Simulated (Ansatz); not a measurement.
# Electron scattering at the Σ5 (210) boundary in fcc Al, part 3 of 3

How much does the Σ5 (210) boundary in fcc Al reflect electrons?

Ansatz 0.2.0; Ansatz plane-wave DFT, PBEsol, PAW files; relaxation of a bicrystal slab with its lowest layers held; PAW set soft_1 (the session's first sound run).

So far. Step 3 (Transmission across the boundary): Over the solved energies the transmission per spin lies between 2.24 and 2.40, out of 3.55 channels of the lead on average (up to 3.65). The log calls the step of a lead's potential too much. Step 4 (Specific resistance): Averaged over the energies near the Fermi level, 65.3 % of the channels pass, which makes 0.354 fΩ m².

## 5. Single-crystal slab for reference

The free faces cost energy too. A single-crystal slab with the same faces and held layers is relaxed, so that they cancel.

This step: Ansatz plane-wave DFT, PBEsol, PAW files; relaxation of a single-crystal slab with its lowest layers held; PAW set soft_1 (Ansatz 0.2.0).

System of this step: Al slab, plane (2, 1, 0). The cell holds 22 atoms: 22 Al. Its edges and angles: a = 4.958 Å, b = 4.048 Å, c = 30.008 Å, α = 90.0°, β = 90.0°, γ = 65.9°. It derives from Al. Vacuum lies along c.

input.yaml reads:

```yaml
crystal:
  lattice:
    - [4.957730497, 0.0, 0.0]
    - [1.6525768323, 3.6952741352, 0.0]
    - [0.0, 0.0, 30.0082257911]
  atoms:
    - { symbol: Al, position: [0.4, 0.3000000002, 0.1666209804] }
    - { symbol: Al, position: [1.0, 2.0e-10, 0.1967844967] }
    - { symbol: Al, position: [0.6, 0.7000000002, 0.226948013] }
    - { symbol: Al, position: [0.2, 0.4000000002, 0.2571115294] }
    - { symbol: Al, position: [0.8, 0.1000000002, 0.2872750457] }
    - { symbol: Al, position: [0.4, 0.8000000002, 0.3174385621] }
    - { symbol: Al, position: [1.0, 0.5000000002, 0.3476020784] }
    - { symbol: Al, position: [0.6, 0.2000000002, 0.3777655948] }
    - { symbol: Al, position: [0.2, 0.9000000001, 0.4079291111] }
    - { symbol: Al, position: [0.8, 0.6000000001, 0.4380926274] }
    - { symbol: Al, position: [0.4, 0.3000000001, 0.4682561438] }
    - { symbol: Al, position: [1.0, 1.0e-10, 0.4984196601] }
    - { symbol: Al, position: [0.6, 0.7000000001, 0.5285831765] }
    - { symbol: Al, position: [0.2, 0.4000000001, 0.5587466928] }
    - { symbol: Al, position: [0.8, 0.1000000001, 0.5889102092] }
    - { symbol: Al, position: [0.4, 0.8000000001, 0.6190737255] }
    - { symbol: Al, position: [1.0, 0.5000000001, 0.6492372419] }
    - { symbol: Al, position: [0.6, 0.2, 0.6794007582] }
    - { symbol: Al, position: [0.2, 0.9, 0.7095642745] }
    - { symbol: Al, position: [0.8, 0.6, 0.7397277909] }
    - { symbol: Al, position: [0.4, 0.3, 0.7698913072] }
    - { symbol: Al, position: [0.0, 0.0, 0.8000548236] }
kpoints:
  mp_grid: { grid: [6, 6, 1] }
hamiltonian:
  xc: pbesol
  pseudopotentials: { kind: paw, azcp: { folder: soft_1 }, xc_functional: pbe }
scf:
  occupations: { method: fermi_dirac, width: 0.1 }
relax:
  f_tol: 0.03
  max_steps: 80
  constraints: [{ sites: [0, 1, 2, 3] }]
```

Run with:

```bash
> ansatz run input.yaml --threads 4 --pin off --max-ram 15360MiB --backend cpu --events-out ev --progress --plain --runs-dir out
```

Numbers of over 12 decimals in the logs are rounded to 6 here.

What it wrote:

```text
Warning: crystal.symmetry: narrowed to the stabiliser of the relax constraints — unitary ops 4 → 2; lowered at sites 0, 1, 2, 3, 18, 19, 20, 21 (the operations that carried what is held of a site onto what its image site leaves free; the constrained walk keeps no symmetry that its constraints do not admit)
[...]
Crystal: 22 atoms, lattice volume = 549.756 Å³
Basis set: ecut = 420 eV, 10749 PW (Γ), exchange–correlation on 72×60×432 points (8 copies of the dense FFT grid, shifted against one another)
Bands: 55, of which v1, the nominal top of the filled ones, is band 33 counted from 1 (32 counted from 0)
Symmetry: 2 space group operations
k-points: 13 of 36 (time reversal used)
[...]
SCF iter   1: F=—  HF=-11540.174106 eV  |F-HF|=—  |Δ(HF+E_count)|=         —  Δρ=2.17e-2  dr2=4.42e1  ethr=3.10e-3  ⟨swp⟩=10.0  Hψ=4303  notcnv=0  defer=14
[...]
SCF iter   6: F=-11537.381899 eV  HF=-11537.381903 eV  |F-HF|=3.43e-6  |Δ(HF+E_count)|=   1.88e-6  Δρ=1.74e-5  dr2=6.19e-6  ethr=3.41e-8  ⟨swp⟩=3.4  Hψ=2886  notcnv=0
SCF 1 converged in 6 iterations: F = -11537.381899 eV  dr2 = 6.19e-6
[...]
relax step   1: F+E_penalty+E_count = -11537.38189937 eV  Δ(F+E_penalty+E_count) = +0.000e0 eV  max|allowed force component| = 4.124e-1 eV/Å  Δτ_max = 0.0000 Å  (6 SCF iters, dr2 threshold 2.25e-5 eV, accepted)
[...]
SCF iter   1: F=—  HF=-11537.452481 eV  |F-HF|=—  |Δ(HF+E_count)|=         —  Δρ=1.76e-3  dr2=1.14e-1  ethr=1.42e-4  ⟨swp⟩=2.0  Hψ=2847  notcnv=0  defer=39
eigensolver tolerance schedule calibrated: the retry pair's looser diagonalisation under-reported the residual by θ = 0.18 (0.13/decade); ethr = c·dr2/N_el runs at the constant in force after the calibration composes with the one it found (an armed cap, an earlier calibration), c = 5.6e-2
[...]
SCF iter   2: F=—  HF=-11537.444340 eV  |F-HF|=—  |Δ(HF+E_count)|=   8.14e-3  Δρ=4.42e-4  dr2=4.12e-3  ethr=9.68e-5  ⟨swp⟩=2.1  Hψ=949  notcnv=0  defer=39
[...]
SCF iter   5: F=-11537.444193 eV  HF=-11537.444194 eV  |F-HF|=1.49e-6  |Δ(HF+E_count)|=   2.40e-7  Δρ=9.01e-6  dr2=2.01e-6  ethr=8.99e-9  ⟨swp⟩=4.5  Hψ=2117  notcnv=0
SCF 2 converged in 5 iterations: F = -11537.444193 eV  dr2 = 2.01e-6
relax step   2: F+E_penalty+E_count = -11537.44419257 eV  Δ(F+E_penalty+E_count) = -6.229e-2 eV  max|allowed force component| = 1.121e-1 eV/Å  Δτ_max = 0.1921 Å  (5 SCF iters, dr2 threshold 1.06e-5 eV, accepted)
[...]
SCF iter   6: F=-11537.462368 eV  HF=-11537.462368 eV  |F-HF|=9.11e-9  |Δ(HF+E_count)|=   1.97e-7  Δρ=1.50e-6  dr2=3.94e-8  ethr=1.52e-10  ⟨swp⟩=5.3  Hψ=2472  notcnv=0
SCF 3 converged in 6 iterations: F = -11537.462368 eV  dr2 = 3.94e-8
relax step   3: F+E_penalty+E_count = -11537.46236835 eV  Δ(F+E_penalty+E_count) = -1.818e-2 eV  max|allowed force component| = 4.151e-2 eV/Å  Δτ_max = 0.1837 Å  (6 SCF iters, accepted)
SCF iter   1: F=—  HF=-11537.468092 eV  |F-HF|=—  |Δ(HF+E_count)|=         —  Δρ=1.15e-3  dr2=8.80e-2  ethr=7.11e-4  ⟨swp⟩=3.3  Hψ=1670  notcnv=0  defer=35
[...]
SCF iter   5: F=-11537.464428 eV  HF=-11537.464428 eV  |F-HF|=2.02e-8  |Δ(HF+E_count)|=   5.09e-8  Δρ=2.29e-6  dr2=7.76e-8  ethr=1.52e-10  ⟨swp⟩=3.9  Hψ=3139  notcnv=0
SCF 4 converged in 5 iterations: F = -11537.464428 eV  dr2 = 7.76e-8
relax step   4: F+E_penalty+E_count = -11537.46442831 eV  Δ(F+E_penalty+E_count) = -2.060e-3 eV  max|allowed force component| = 1.508e-2 eV/Å  Δτ_max = 0.0549 Å  (5 SCF iters, accepted)
SCF converged after 5 iterations
Free energy (F): -11537.464428 eV
[...]
Internal energy: -11537.151560 eV  (E = F + TS)
E sigma→0 (E₀):  -11537.307994 eV
Entropy (-TS):   -0.312868 eV (-14.221 meV/atom)
Fermi energy:    3.785003 eV
[...]
--- Forces (eV/Å), atoms counted from 1 ---
  atom   1  Al    -0.04731083     0.02115804     0.41242312
  atom   2  Al    -0.03710072     0.01659195    -0.22480160
  atom   3  Al     0.05222157    -0.02335420    -0.06771444
  atom   4  Al     0.01531080    -0.00684720    -0.11020604
  atom   5  Al    -0.00014639     0.00006547    -0.00550668
  atom   6  Al    -0.00368985     0.00165015    -0.00015274
  atom   7  Al     0.00020539    -0.00009185     0.00452819
  atom   8  Al     0.00008977    -0.00004015     0.00509196
  atom   9  Al     0.00324915    -0.00145306    -0.00844814
  atom  10  Al    -0.00139215     0.00062259    -0.01507680
  atom  11  Al     0.00238880    -0.00106831    -0.00988370
  atom  12  Al     0.00147967    -0.00066173     0.01107724
  atom  13  Al     0.00265618    -0.00118788     0.01241840
  atom  14  Al    -0.00089249     0.00039913     0.00252688
  atom  15  Al     0.00431114    -0.00192800    -0.00567923
  atom  16  Al     0.00147098    -0.00065784    -0.00115578
  atom  17  Al     0.00289533    -0.00129483     0.00291158
  atom  18  Al     0.00479270    -0.00214336    -0.00342485
  atom  19  Al    -0.00517409     0.00231392     0.00200506
  atom  20  Al     0.00750105    -0.00335457    -0.00163285
  atom  21  Al    -0.00452883     0.00202535    -0.00857883
  atom  22  Al     0.00166478    -0.00074451     0.00927028
  max |Σ_I F_I| component: 8.95e-6 eV/Å
--- Relaxed structure (4 steps of the walk, 4 accepted, 0 SCFs on fresh bases) ---
  F+E_penalty+E_count = -11537.46442831 eV   max|allowed force component| = 1.508e-2 eV/Å
  atoms:
    - { symbol: Al, position: [0.400000, 0.300000, 0.166621] }
    - { symbol: Al, position: [1.0, 1.1363636470628054e-10, 0.196784] }
    - { symbol: Al, position: [0.6, 0.700000, 0.226948] }
    - { symbol: Al, position: [0.2, 0.400000, 0.257112] }
    - { symbol: Al, position: [0.809943, 0.095028, 0.286811] }
    - { symbol: Al, position: [0.412371, 0.793814, 0.316533] }
    - { symbol: Al, position: [1.011467, 0.494266, 0.346417] }
    - { symbol: Al, position: [0.611475, 0.194262, 0.375745] }
    - { symbol: Al, position: [0.209683, 0.895158, 0.405409] }
    - { symbol: Al, position: [0.808777, 0.595612, 0.435473] }
    - { symbol: Al, position: [0.406266, 0.296867, 0.465039] }
    - { symbol: Al, position: [1.006128, -0.00306401, 0.494045] }
    - { symbol: Al, position: [0.604253, 0.697874, 0.523431] }
    - { symbol: Al, position: [0.203295, 0.398353, 0.553693] }
    - { symbol: Al, position: [0.801998, 0.099001, 0.583457] }
    - { symbol: Al, position: [0.404148, 0.797926, 0.612525] }
    - { symbol: Al, position: [1.003712, 0.498144, 0.642412] }
    - { symbol: Al, position: [0.606434, 0.196783, 0.672590] }
    - { symbol: Al, position: [0.221079, 0.889461, 0.701392] }
    - { symbol: Al, position: [0.815095, 0.592452, 0.731780] }
    - { symbol: Al, position: [0.425888, 0.287056, 0.765136] }
    - { symbol: Al, position: [0.027436, -0.013718, 0.787007] }
```

The job ended after 55 s (4 threads of Arm Neoverse N1, shared host; peak memory 1 GiB).

Relaxation path:

```tsv
step	energy less that of the first step (eV)	largest force component (eV/Å)
1	0.0000	0.4124
2	-0.0623	0.1121
3	-0.0805	0.0415
4	-0.0825	0.0151
```

The atoms that moved most (Å):

```tsv
atom	dx	dy	dz	length
Al22	0.113	-0.051	-0.392	0.411
Al19	0.087	-0.039	-0.245	0.263
Al20	0.062	-0.028	-0.238	0.248
Al18	0.027	-0.012	-0.204	0.206
Al17	0.015	-0.007	-0.205	0.205
Al16	0.017	-0.008	-0.197	0.197
Al21	0.107	-0.048	-0.143	0.185
Al15	0.008	-0.004	-0.164	0.164
```

The relaxed structure:

```xyz
22
Lattice="4.9577 0.0000 0.0000 1.6526 3.6953 0.0000 0.0000 0.0000 30.0082" Properties=species:S:1:pos:R:3
Al    2.4789    1.1086    5.0000
Al    4.9577    0.0000    5.9052
Al    4.1314    2.5867    6.8103
Al    1.6526    1.4781    7.7155
Al    4.1725    0.3512    8.6067
Al    3.3563    2.9334    9.4986
Al    5.8314    1.8264   10.3954
Al    3.3526    0.7179   11.2754
Al    2.5189    3.3079   12.1656
Al    4.9940    2.2009   13.0678
Al    2.5048    1.0970   13.9550
Al    4.9830   -0.0113   14.8254
Al    4.1490    2.5788   15.7072
Al    1.6662    1.4720   16.6153
Al    4.1397    0.3658   17.5085
Al    3.3223    2.9486   18.3808
Al    5.7994    1.8408   19.2777
Al    3.3317    0.7272   20.1832
Al    2.5660    3.2868   21.0475
Al    5.0201    2.1893   21.9594
Al    2.5858    1.0607   22.9604
Al    0.1134   -0.0507   23.6167
```

Numbers from this step:

```yaml
free_energy: -11537.4644 eV
energy_at_zero_smearing: -11537.3080 eV
fermi_energy: 3.785 eV
```

The largest force component on a free atom ends at 0.015 eV/Å, under the tolerance of 0.03, after 4 steps.

## 6. Bulk reference

The perfect crystal gives the energy per atom, for the atoms by which bicrystal and slab differ.

This step: Ansatz plane-wave DFT, PBEsol, PAW files; bulk reference; PAW set soft_1 (Ansatz 0.2.0).

System of this step: Al. It takes space group Fm-3m (No. 225, cubic). The conventional cell has a = 4.048 Å, b = 4.048 Å, c = 4.048 Å, α = 90.00°, β = 90.00°, γ = 90.00°. Al has 12 Al at 2.86 Å nearest.

input.yaml, the sections that differ from step 5:

```yaml
crystal:
  lattice:
    - [0.0, 2.023985, 2.023985]
    - [2.023985, 0.0, 2.023985]
    - [2.023985, 2.023985, 0.0]
  atoms:
    - { symbol: Al, position: [0.0, 0.0, 0.0] }
kpoints:
  mp_grid: { grid: [18, 18, 18] }
# hamiltonian, scf: as in step 5
# relax: removed
```

What it wrote:

```text
[...]
Crystal: 1 atoms, lattice volume = 16.583 Å³
Basis set: ecut = 420 eV, 331 PW (Γ)
Bands: 6, of which v1, the nominal top of the filled ones, is band 2 counted from 1 (1 counted from 0)
Symmetry: 48 space group operations
[...]
k-points: 195 of 5832
[...]
SCF iter   1: F=—  HF=-524.599384 eV  |F-HF|=—  |Δ(HF+E_count)|=         —  Δρ=2.27e-2  dr2=9.11e-2  ethr=3.10e-3  ⟨swp⟩=4.3  Hψ=9886  notcnv=0
[...]
SCF iter   5: F=-524.551623 eV  HF=-524.551623 eV  |F-HF|=3.59e-11  |Δ(HF+E_count)|=   5.65e-8  Δρ=1.99e-6  dr2=2.52e-10  ethr=1.96e-9  ⟨swp⟩=1.0  Hψ=2970  notcnv=0
SCF 1 converged in 5 iterations: F = -524.551623 eV  dr2 = 2.52e-10
[...]
SCF converged after 5 iterations
Free energy (F): -524.551623 eV
[...]
Internal energy: -524.537047 eV  (E = F + TS)
E sigma→0 (E₀):  -524.544335 eV
Entropy (-TS):   -0.014576 eV (-14.576 meV/atom)
Fermi energy:    7.808858 eV
[...]
```

Elapsed: 0.58 s, on 4 threads; peak memory 0.24 GiB; 1.7 s of CPU time.

Numbers from this step:

```
free energy             : -524.5516 eV
energy at zero smearing : -524.5443 eV
Fermi energy            : 7.809 eV
```

## 7. Boundary energy

This step: Ansatz plane-wave DFT, PBEsol, PAW files; bicrystal less single-crystal slab less bulk atoms, a boundary area; PAW set soft_1 (Ansatz 0.2.0).

Numbers from this step:

- excess energy of the cell: 0.7533 eV
- boundary energy: 0.6588 J/m²

The boundary costs 0.66 J/m².

By hand: 0.753 eV / 18.32 Å² × 16.02 = 0.659 J/m².

## 8. Results

```yaml
specific_resistance_of_the_boundary: 0.354 fΩ m²
share_of_channels_that_pass: 0.653
boundary_energy: 0.659 J/m²
```

The boundary has a specific resistance of 0.35 fΩ m² and an energy of 0.66 J/m². The boundary reflects 35 % of the channels; 0.35 fΩ m² is 3.5×10⁻¹² Ω·cm². That equals the resistance of 13 nm of bulk Al at 300 K (measured 2.733 µΩ cm, CRC Handbook of Chemistry and Physics, 84th ed., 2003, Electrical Resistivity of Pure Metals). In the relaxation the upper grain slid sideways by about 1.0 Å, so the result belongs to the position that it found, not to the starting one. One starting structure was relaxed; another shift or atom count at the boundary may lie lower. A lead's potential steps by up to 51 meV from period to period, which the log calls too much, so longer leads could move the result.

[Logs are printed without paths, hosts, clocks, repeated set-up lines and the standing remarks that a program may print on its own settings, such as how far it seeks lower states.]

[Hosts, paths, dates, database ids (printed as entryN), source tags and the programs' standing remarks are cut or masked in the printed files.]
